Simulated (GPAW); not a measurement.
# Ballistic transport through thiophene-2,5-dithiol between two Ag chains, cheap and dear

Wanted: the zero-bias transmission of thiophene-2,5-dithiol between two Ag chains on a ladder of levels, with run times.

Main program and level: GPAW 26.7.0; GPAW LCAO, PAW setups; Landauer transmission from Green's functions with principal layers (ASE), zero bias.

## (1) The starting structure

The cell holds 21 atoms: 12 Ag, 3 S, 2 H and 4 C. Its edges and angles: a = 15.329 Å, b = 9.000 Å, c = 38.367 Å, α = 90.0°, β = 90.0°, γ = 90.0°. Regions: left lead, 6 atoms (6 Ag); channel, 9 atoms (3 S, 2 H and 4 C); right lead, 6 atoms (6 Ag). Vacuum lies along a and b. The structure is stacked along c, and the current runs across the ab planes.

## (2) GPAW, dzp

The script solves lead and junction separately, takes H and S in the orbital basis, and joins semi-infinite leads through their self-energies; the dzp basis is the working standard.

The input, run.py:

```python
import json
import numpy as np
from ase import Atoms
from ase.transport.calculators import TransportCalculator
from gpaw import GPAW, FermiDirac
from gpaw.lcao.tools import get_lcao_hamiltonian
from scipy.linalg import eigh

# The junction with lead layers at both ends, along the third cell vector
device = Atoms(
    ['Ag', 'Ag', 'Ag', 'Ag', 'Ag', 'Ag', 'S', 'H', 'C', 'C', 'S', 'C', 'C', 'H', 'S', 'Ag', 'Ag', 'Ag', 'Ag', 'Ag', 'Ag'],
    positions=[
        [7.66443, 4.50000, 1.33000],
        [7.66443, 4.50000, 3.99000],
        [7.66443, 4.50000, 6.65000],
        [7.66443, 4.50000, 9.31000],
        [7.66443, 4.50000, 11.97000],
        [7.66443, 4.50000, 14.63000],
        [9.48522, 4.50000, 16.25430],
        [12.07887, 4.50000, 17.85940],
        [9.90673, 4.50000, 17.95425],
        [11.18367, 4.50000, 18.46981],
        [8.72244, 4.50000, 19.18366],
        [11.18367, 4.50000, 19.89750],
        [9.90673, 4.50000, 20.41306],
        [12.07887, 4.50000, 20.50791],
        [9.48522, 4.50000, 22.11301],
        [7.66443, 4.50000, 23.73731],
        [7.66443, 4.50000, 26.39731],
        [7.66443, 4.50000, 29.05731],
        [7.66443, 4.50000, 31.71731],
        [7.66443, 4.50000, 34.37731],
        [7.66443, 4.50000, 37.03731]],
    cell=[[15.32887, 0.0, 0.0], [0.0, 9.0, 0.0], [0.0, 0.0, 38.36731]],
    pbc=True)

# One principal layer of the lead: the first 4 atoms of the device
lead = Atoms(
    ['Ag', 'Ag', 'Ag', 'Ag'],
    positions=[
        [7.66443, 4.50000, 1.33000],
        [7.66443, 4.50000, 3.99000],
        [7.66443, 4.50000, 6.65000],
        [7.66443, 4.50000, 9.31000]],
    cell=[[15.32887, 0.0, 0.0], [0.0, 9.0, 0.0], [0.0, 0.0, 10.64]],
    pbc=True)

settings = dict(mode='lcao', basis='dzp', xc='PBE', h=0.2,
                occupations=FermiDirac(0.1), maxiter=250,
                mixer=dict(beta=0.1, nmaxold=8, weight=100.0),
                convergence=dict(density=0.0001))
energies = np.arange(-2, 2 + 1e-9, 0.05)
eta = 0.0001
n1, n2 = 1, 1
# k and -k transmit alike, so half of the mesh across the current serves
mesh = [(i, j) for i in range(n1) for j in range(n2) if (i, j) <= (-i % n1, -j % n2)]
weights = np.array([1 if (i, j) == (-i % n1, -j % n2) else 2 for i, j in mesh]) / (n1 * n2)

# [... helper functions left out ...]
fermi_lead = ground_state(lead, (1, 1, 11), 'lead.txt')
fermi_device = ground_state(device, (1, 1, 2), 'device.txt')
# [... loop over the mesh left out, but for ...]
        # Shift the lead onto the potential of the device's first layer
        shift = ((H[:, 0, 0] - H0[:, 0, 0]) / S0[0, 0]).real.mean()
# [...]
kT = 8.617333e-5 * 300
bias = [0.1, 0.2, 0.5, 1.0, 1.5, 2.0]
# [... integrals and printing left out ...]
```

The run is started by

```sh
OMP_NUM_THREADS=1 OPENBLAS_NUM_THREADS=1 python run.py
```

Output:

```text
basis functions: device 425, principal layer 108
Fermi level: lead -4.1866 eV, device -4.0805 eV; lead shifted by 0.0092 eV
largest coupling past the next layer 3.56e-05 eV, largest misfit of the first layer 0.187 eV
  E-E_F (eV)   T (one spin)  [channel counts left out]
    -2.000    6.8426e-02
    -1.950    1.0556e-01
    -1.900    2.9414e-02
    -1.850    2.4740e-02
    -1.800    1.1885e-02
    -1.750    1.1918e-04
    -1.700    7.9934e-05
    -1.650    3.5118e-05
    -1.600    3.4160e-06
    -1.550    4.1067e-13
    -1.500    4.8200e-13
    -1.450    3.5231e-13
    -1.400   -2.2046e-14
    -1.350    1.0677e-11
    -1.300    2.3488e-12
    -1.250    1.8309e-12
[...]
1.650    1.9958e-04
     1.700    2.0596e-04
     1.750    2.1344e-04
     1.800    2.2210e-04
     1.850    2.3218e-04
     1.900    2.4383e-04
     1.950    2.5728e-04
     2.000    2.7280e-04
conductance at 300 K: 0.00079819 G0 a cell; thermopower 11.32 uV/K
current from the zero-bias T(E) at 0.1 V: 0.0061782 uA
current from the zero-bias T(E) at 0.2 V: 0.012317 uA
current from the zero-bias T(E) at 0.5 V: 0.029987 uA
current from the zero-bias T(E) at 1.0 V: 0.053625 uA
current from the zero-bias T(E) at 1.5 V: 0.06563 uA
current from the zero-bias T(E) at 2.0 V: 0.13479 uA
```

Wall time 2.3 min (1 thread of Arm Neoverse V2, shared host); peak memory 2 GiB.

This step gave:

| Item | Value |
| --- | --- |
| conductance | 7.98e-4 G₀ |
| thermopower | 11.32 μV/K |
| largest coupling past the next principal layer | 3.56e-5 eV |
| largest misfit of the first principal layer | 0.1870 eV |
| shift that aligns the lead | 0.009221 eV |
| basis functions of the junction | 425 |
| basis functions of a principal layer | 108 |
| transmission at the Fermi level (one spin) | 8.01e-4 |

One spin. Transmission, zone mean against energy, zero at the Fermi level:

```
energy (eV)  transmission, zone mean
      -2.00                   0.0684
      -1.95                    0.106
      -1.85                   0.0247
      -1.70                   8.0e-5
      -1.60                   3.4e-6
      -1.45                        0
      -1.30                  2.3e-12
      -1.15                  3.5e-12
      -1.05                   0.0256
      -0.90                  0.00149
      -0.75                   3.5e-5
      -0.60                   4.4e-4
      -0.50                   6.5e-4
      -0.35                   8.8e-4
      -0.20                   9.7e-4
      -0.05                   8.6e-4
       0.00                   8.0e-4
       0.05                   7.4e-4
       0.20                   5.4e-4
       0.35                   4.0e-4
       0.50                   3.1e-4
       0.60                   2.7e-4
       0.75                   2.2e-4
       0.90                   2.0e-4
       1.05                   1.8e-4
       1.15                   1.8e-4
       1.30                   1.8e-4
       1.45                   1.8e-4
       1.60                   1.9e-4
       1.70                   2.1e-4
       1.85                   2.3e-4
       2.00                   2.7e-4
```

Not self-consistent under bias; the bias window is split evenly. The current through one cell, from the zero-bias transmission by bias:

| bias (V) | current through one cell, from the zero-bias transmission (nA) |
| --- | --- |
| 0.100 | 6.18 |
| 0.200 | 12.3 |
| 0.500 | 30.0 |
| 1.000 | 53.6 |
| 1.500 | 65.6 |
| 2.000 | 135 |

Transmission of the three most open eigenchannels against energy, zero at the Fermi level:

```
energy (eV)  channel 1  channel 2  channel 3
      -2.00     0.0381     0.0302     1.6e-4
      -1.90     0.0256    0.00371     1.5e-4
      -1.80    0.00862    0.00313     1.3e-4
      -1.70     8.0e-5    1.2e-12    1.2e-12
      -1.55          0          0          0
      -1.45          0          0          0
      -1.35    1.1e-11          0          0
      -1.25    1.7e-12          0          0
      -1.15    2.4e-12    1.1e-12          0
      -1.05     0.0255     5.9e-5          0
      -0.90    0.00149          0          0
      -0.80     1.5e-5    9.3e-12          0
      -0.70     1.6e-4          0          0
      -0.60     4.4e-4          0          0
      -0.50     6.5e-4          0          0
      -0.40     8.2e-4          0          0
      -0.25     9.6e-4          0          0
      -0.15     9.5e-4          0          0
      -0.05     8.6e-4          0          0
       0.00     8.0e-4          0          0
       0.05     7.4e-4          0          0
       0.15     6.0e-4          0          0
       0.25     4.9e-4          0          0
       0.40     3.7e-4          0          0
       0.50     3.1e-4          0          0
       0.60     2.7e-4          0          0
       0.70     2.4e-4          0          0
       0.80     2.1e-4          0          0
       0.90     2.0e-4          0          0
       1.05     1.8e-4          0          0
       1.15     1.8e-4          0          0
       1.25     1.8e-4          0          0
       1.35     1.8e-4          0          0
       1.45     1.8e-4          0          0
       1.55     1.9e-4          0          0
       1.70     2.1e-4          0          0
       1.80     2.2e-4          0          0
       1.90     2.4e-4          0          0
       2.00     2.7e-4          0          0
```

Couplings past the next layer reach 3.6e-5 eV, small enough to drop; the matrix elements of the cell's first layer differ from the bulk lead's by up to 0.19 eV. That layer keeps its own values in the calculation, and only beyond it is the lead taken as perfect. The Fermi levels of lead and junction count from different zeros of potential, one for each periodic cell; with both set to zero, the small remaining shift is what aligns them. By hand: G = 7.98e-4 × 77.48 μS = 0.0618 μS, a resistance of 16169 kΩ; at 0.1 V a linear junction would pass 0.00618 μA, and the integral over the bias window gives 0.00618 μA. Mott's formula, S = -(π²/3)(k_B²T/e) d ln T/dE, has the prefactor 7.33 μV/K·eV at 300 K; T = 8.63e-4 at -0.05 eV and 7.35e-4 at 0.05 eV give a slope of -1.61 per eV and S = 11.8 μV/K, beside 11.3 μV/K from the thermal integral, which interpolates the same grid.

## (3) GPAW, szp: basis = "szp(dzp)"

The second zeta is dropped, the polarisation orbitals stay.

run.py: that of step 2 with these lines changed.

```diff
@@ -47,3 +47,3 @@
 
-settings = dict(mode='lcao', basis='dzp', xc='PBE', h=0.2,
+settings = dict(mode='lcao', basis='szp(dzp)', xc='PBE', h=0.2,
                 occupations=FermiDirac(0.1), maxiter=250,
```

Output:

```text
basis functions: device 251, principal layer 60
Fermi level: lead -4.1361 eV, device -4.2065 eV; lead shifted by 0.0097 eV
largest coupling past the next layer 3.56e-05 eV, largest misfit of the first layer 0.213 eV
  E-E_F (eV)   T (one spin)  channels
    -2.000    2.2227e-02    3.0000
    -1.950    2.3513e-02    3.0000
    -1.900    2.4006e-02    3.0000
    -1.850    2.2782e-02    3.0000
    -1.800    1.7865e-02    3.0000
    -1.750    5.6614e-03    3.0000
    -1.700    8.1104e-05    1.0000
    -1.650    5.8606e-05    1.0000
    -1.600    2.3639e-05    1.0000
    -1.550    1.0462e-12    0.0000
    -1.500    2.0318e-13    0.0000
    -1.450    1.9819e-13    0.0000
    -1.400    1.9004e-13    0.0000
    -1.350    1.6347e-13    0.0000
    -1.300    4.0613e-14    0.0000
    -1.250    9.3839e-13    0.0000
[...]
1.650    1.1458e-04    1.0000
     1.700    1.1676e-04    1.0000
     1.750    1.1975e-04    1.0000
     1.800    1.2358e-04    1.0000
     1.850    1.2846e-04    1.0000
     1.900    1.3445e-04    1.0000
     1.950    1.4172e-04    1.0000
     2.000    1.5046e-04    1.0000
conductance at 300 K: 0.00074626 G0 a cell; thermopower 9.354 uV/K
current from the zero-bias T(E) at 0.1 V: 0.0057682 uA
current from the zero-bias T(E) at 0.2 V: 0.011452 uA
current from the zero-bias T(E) at 0.5 V: 0.027096 uA
current from the zero-bias T(E) at 1.0 V: 0.043777 uA
current from the zero-bias T(E) at 1.5 V: 0.058928 uA
current from the zero-bias T(E) at 2.0 V: 2.5951 uA
```

Run time: 97 s. Hardware: 1 thread; peak memory 1.9 GiB.

This step gave:

- conductance: 7.46e-4 G₀
- thermopower: 9.354 μV/K
- largest misfit of the first principal layer: 0.2127 eV
- shift that aligns the lead: 0.009663 eV
- basis functions of the junction: 251
- basis functions of a principal layer: 60
- transmission at the Fermi level (one spin): 7.52e-4
- open channels of the lead at the Fermi level (one spin): 1

One spin. The transmission, zone mean by energy, zero at the Fermi level:

```
energy (eV)  transmission, zone mean
      -2.00                   0.0222
      -1.85                   0.0228
      -1.70                   8.1e-5
      -1.60                   2.4e-5
      -1.45                        0
      -1.30                        0
      -1.15                  1.5e-12
      -1.05                  0.00633
      -0.95                    0.959
      -0.90                   0.0748
      -0.75                  0.00146
      -0.60                   9.6e-6
      -0.50                   2.1e-4
      -0.35                   5.7e-4
      -0.20                   8.1e-4
      -0.05                   8.0e-4
       0.00                   7.5e-4
       0.05                   7.0e-4
       0.20                   5.2e-4
       0.35                   3.8e-4
       0.50                   2.8e-4
       0.60                   2.4e-4
       0.75                   1.9e-4
       0.90                   1.6e-4
       1.05                   1.4e-4
       1.15                   1.3e-4
       1.30                   1.2e-4
       1.45                   1.1e-4
       1.60                   1.1e-4
       1.70                   1.2e-4
       1.85                   1.3e-4
       2.00                   1.5e-4
```

Crossings of the lead's bands, unfolded to its shortest repeat. Open channels, zone mean against energy, zero at the Fermi level:

```csv
energy (eV),"open channels, zone mean"
-2.00,3
-1.85,3
-1.70,1
-1.60,1
-1.45,0
-1.30,0
-1.15,0
-1.05,1
-0.90,1
-0.75,1
-0.60,1
-0.50,1
-0.35,1
-0.20,1
-0.05,1
0.00,1
0.05,1
0.20,1
0.35,1
0.50,1
0.60,1
0.75,1
0.90,1
1.05,1
1.15,1
1.30,1
1.45,1
1.60,1
1.70,1
1.85,1
2.00,1
```

Not self-consistent under bias; the bias window is split evenly. Table of current through one cell, from the zero-bias transmission by bias:

```csv
bias (V),"current through one cell, from the zero-bias transmission (μA)"
0.100,0.00577
0.200,0.0115
0.500,0.0271
1.000,0.0438
1.500,0.0589
2.000,2.60
```

The transmission of the three most open eigenchannels by energy, zero at the Fermi level:

| energy (eV) | channel 1 | channel 2 | channel 3 |
| --- | --- | --- | --- |
| -2.00 | 0.0183 | 0.00382 | 1.0e-4 |
| -1.85 | 0.0165 | 0.00616 | 1.0e-4 |
| -1.70 | 8.1e-5 | 2.6e-11 | 1.3e-11 |
| -1.60 | 2.4e-5 | 0 | 0 |
| -1.45 | 0 | 0 | 0 |
| -1.30 | 0 | 0 | 0 |
| -1.15 | 1.2e-12 | 0 | 0 |
| -1.05 | 0.00633 | 6.6e-11 | 0 |
| -0.90 | 0.0748 | 0 | 0 |
| -0.75 | 0.00146 | 0 | 0 |
| -0.60 | 9.6e-6 | 0 | 0 |
| -0.50 | 2.1e-4 | 0 | 0 |
| -0.35 | 5.7e-4 | 0 | 0 |
| -0.20 | 8.1e-4 | 0 | 0 |
| -0.05 | 8.0e-4 | 0 | 0 |
| 0.00 | 7.5e-4 | 0 | 0 |
| 0.05 | 7.0e-4 | 0 | 0 |
| 0.20 | 5.2e-4 | 0 | 0 |
| 0.35 | 3.8e-4 | 0 | 0 |
| 0.50 | 2.8e-4 | 0 | 0 |
| 0.60 | 2.4e-4 | 0 | 0 |
| 0.75 | 1.9e-4 | 0 | 0 |
| 0.90 | 1.6e-4 | 0 | 0 |
| 1.05 | 1.4e-4 | 0 | 0 |
| 1.15 | 1.3e-4 | 0 | 0 |
| 1.30 | 1.2e-4 | 0 | 0 |
| 1.45 | 1.1e-4 | 0 | 0 |
| 1.60 | 1.1e-4 | 0 | 0 |
| 1.70 | 1.2e-4 | 0 | 0 |
| 1.85 | 1.3e-4 | 0 | 0 |
| 2.00 | 1.5e-4 | 0 | 0 |

The conductance, 7.5e-4 G₀, lies 6.5 % below that of the dzp run.

## (4) GPAW, sz: basis = "sz(dzp)"

The minimal basis is the cheapest rung: no second zeta and no polarisation.

run.py: that of step 3 with these lines changed.

```diff
@@ -47,3 +47,3 @@
 
-settings = dict(mode='lcao', basis='szp(dzp)', xc='PBE', h=0.2,
+settings = dict(mode='lcao', basis='sz(dzp)', xc='PBE', h=0.2,
                 occupations=FermiDirac(0.1), maxiter=250,
```

Output:

```text
basis functions: device 174, principal layer 48
Fermi level: lead -4.1438 eV, device -4.2841 eV; lead shifted by 0.0114 eV
largest coupling past the next layer 3.59e-05 eV, largest misfit of the first layer 0.120 eV
  E-E_F (eV)   T (one spin)  channels
    -2.000    3.1986e-02    3.0000
    -1.950    3.5658e-02    3.0000
    -1.900    4.9459e-02    3.0000
[...]
1.950    1.8551e-04    1.0000
     2.000    1.9042e-04    1.0000
conductance at 300 K: 0.0010376 G0 a cell; thermopower 8.412 uV/K
current from the zero-bias T(E) at 0.1 V: 0.0080156 uA
current from the zero-bias T(E) at 0.2 V: 0.015897 uA
current from the zero-bias T(E) at 0.5 V: 0.037438 uA
current from the zero-bias T(E) at 1.0 V: 0.058998 uA
current from the zero-bias T(E) at 1.5 V: 0.46648 uA
current from the zero-bias T(E) at 2.0 V: 3.646 uA
```

Wall time 84 s (1 thread); peak memory 1.9 GiB.

Numbers from this step:

```yaml
conductance: 0.001038 G₀
thermopower: 8.412 μV/K
largest_coupling_past_the_next_principal_layer: 3.59e-5 eV
largest_misfit_of_the_first_principal_layer: 0.1195 eV
shift_that_aligns_the_lead: 0.01138 eV
basis_functions_of_the_junction: 174
basis_functions_of_a_principal_layer: 48
transmission_at_the_fermi_level_one_spin: 0.001050
```

One spin. Table of transmission, zone mean by energy, zero at the Fermi level:

```csv
energy (eV),"transmission, zone mean"
-2.00,0.0320
-1.85,0.0347
-1.70,0.0439
-1.60,0.0242
-1.45,8.9e-5
-1.30,0
-1.15,3.7e-11
-1.05,1.6e-6
-0.90,0.0750
-0.80,0.679
-0.75,0.0503
-0.60,2.0e-4
-0.50,1.1e-4
-0.35,7.0e-4
-0.20,0.00108
-0.05,0.00110
0.00,0.00105
0.05,9.7e-4
0.20,7.4e-4
0.35,5.5e-4
0.50,4.2e-4
0.60,3.6e-4
0.75,3.0e-4
0.90,2.5e-4
1.05,2.2e-4
1.15,2.0e-4
1.30,1.9e-4
1.45,1.8e-4
1.60,1.7e-4
1.70,1.7e-4
1.85,1.8e-4
2.00,1.9e-4
```

The conductance, 0.00104 G₀, lies 30 % above that of the dzp run.

## (5) LDA in the dzp basis: xc = "LDA"

Back in the dzp basis, the functional changes from PBE to LDA, to set the spread between functionals beside that between bases.

run.py: that of step 4 with these lines changed.

```diff
@@ -47,3 +47,3 @@
 
-settings = dict(mode='lcao', basis='sz(dzp)', xc='PBE', h=0.2,
+settings = dict(mode='lcao', basis='dzp', xc='LDA', h=0.2,
                 occupations=FermiDirac(0.1), maxiter=250,
```

Output:

```text
basis functions: device 425, principal layer 108
Fermi level: lead -4.5957 eV, device -4.4406 eV; lead shifted by 0.0081 eV
largest coupling past the next layer 3.39e-05 eV, largest misfit of the first layer 0.202 eV
  E-E_F (eV)   T (one spin)  channels
    -2.000    5.9292e-02    3.0000
    -1.950    1.6143e-01    3.0000
    -1.900    3.1710e-02    3.0000
[...]
1.950    2.8503e-04    1.0000
     2.000    2.9998e-04    1.0000
conductance at 300 K: 0.0010116 G0 a cell; thermopower 11.22 uV/K
current from the zero-bias T(E) at 0.1 V: 0.007827 uA
current from the zero-bias T(E) at 0.2 V: 0.015585 uA
current from the zero-bias T(E) at 0.5 V: 0.037643 uA
current from the zero-bias T(E) at 1.0 V: 0.065483 uA
current from the zero-bias T(E) at 1.5 V: 0.077782 uA
current from the zero-bias T(E) at 2.0 V: 0.23625 uA
```

Elapsed: 2.1 min, on 1 thread; peak memory 2 GiB.

This step gave:

```yaml
conductance: 0.001012 G₀
thermopower: 11.22 μV/K
largest_coupling_past_the_next_principal_layer: 3.39e-5 eV
largest_misfit_of_the_first_principal_layer: 0.2022 eV
shift_that_aligns_the_lead: 0.008117 eV
basis_functions_of_the_junction: 425
basis_functions_of_a_principal_layer: 108
transmission_at_the_fermi_level_one_spin: 0.001016
```

One spin. Transmission, zone mean against energy, zero at the Fermi level:

```csv
energy (eV),"transmission, zone mean"
-2.00,0.0593
-1.95,0.161
-1.90,0.0317
-1.80,0.0376
-1.70,0.0238
-1.55,4.5e-5
-1.45,0
-1.35,0
-1.25,1.7e-12
-1.15,1.8e-12
-1.05,2.1e-6
-1.00,0.0689
-0.90,0.00495
-0.80,3.1e-4
-0.70,4.8e-5
-0.60,3.7e-4
-0.50,6.8e-4
-0.40,9.3e-4
-0.25,0.00117
-0.15,0.00119
-0.05,0.00109
0.00,0.00102
0.05,9.3e-4
0.15,7.6e-4
0.25,6.1e-4
0.40,4.5e-4
0.50,3.8e-4
0.60,3.2e-4
0.70,2.9e-4
0.80,2.6e-4
0.90,2.4e-4
1.05,2.2e-4
1.15,2.2e-4
1.25,2.1e-4
1.35,2.1e-4
1.45,2.2e-4
1.55,2.2e-4
1.70,2.4e-4
1.80,2.5e-4
1.90,2.7e-4
2.00,3.0e-4
```

The conductance, 0.00101 G₀, lies 27 % above that of the dzp run.

## (6) The ladder

Times are for 1 thread of Arm Neoverse V2, shared host. Results by setting:

| no. | run | conductance (G₀) | time | memory (GiB) |
| --- | --- | --- | --- | --- |
| 1 | dzp | 7.98e-4 | 2.3 min | 2.0 |
| 2 | szp | 7.46e-4 | 97 s | 1.9 |
| 3 | sz | 0.001038 | 84 s | 1.9 |
| 4 | dzp LDA | 0.001012 | 2.1 min | 2.0 |

[end of part 1 of 2]

[Logs are printed without paths, hosts, clocks, repeated set-up lines and the standing remarks that a program may print on its own settings, such as how far it seeks lower states.]

[Hosts, paths, dates, database ids (printed as entryN), source tags and the programs' standing remarks are cut or masked in the printed files.]
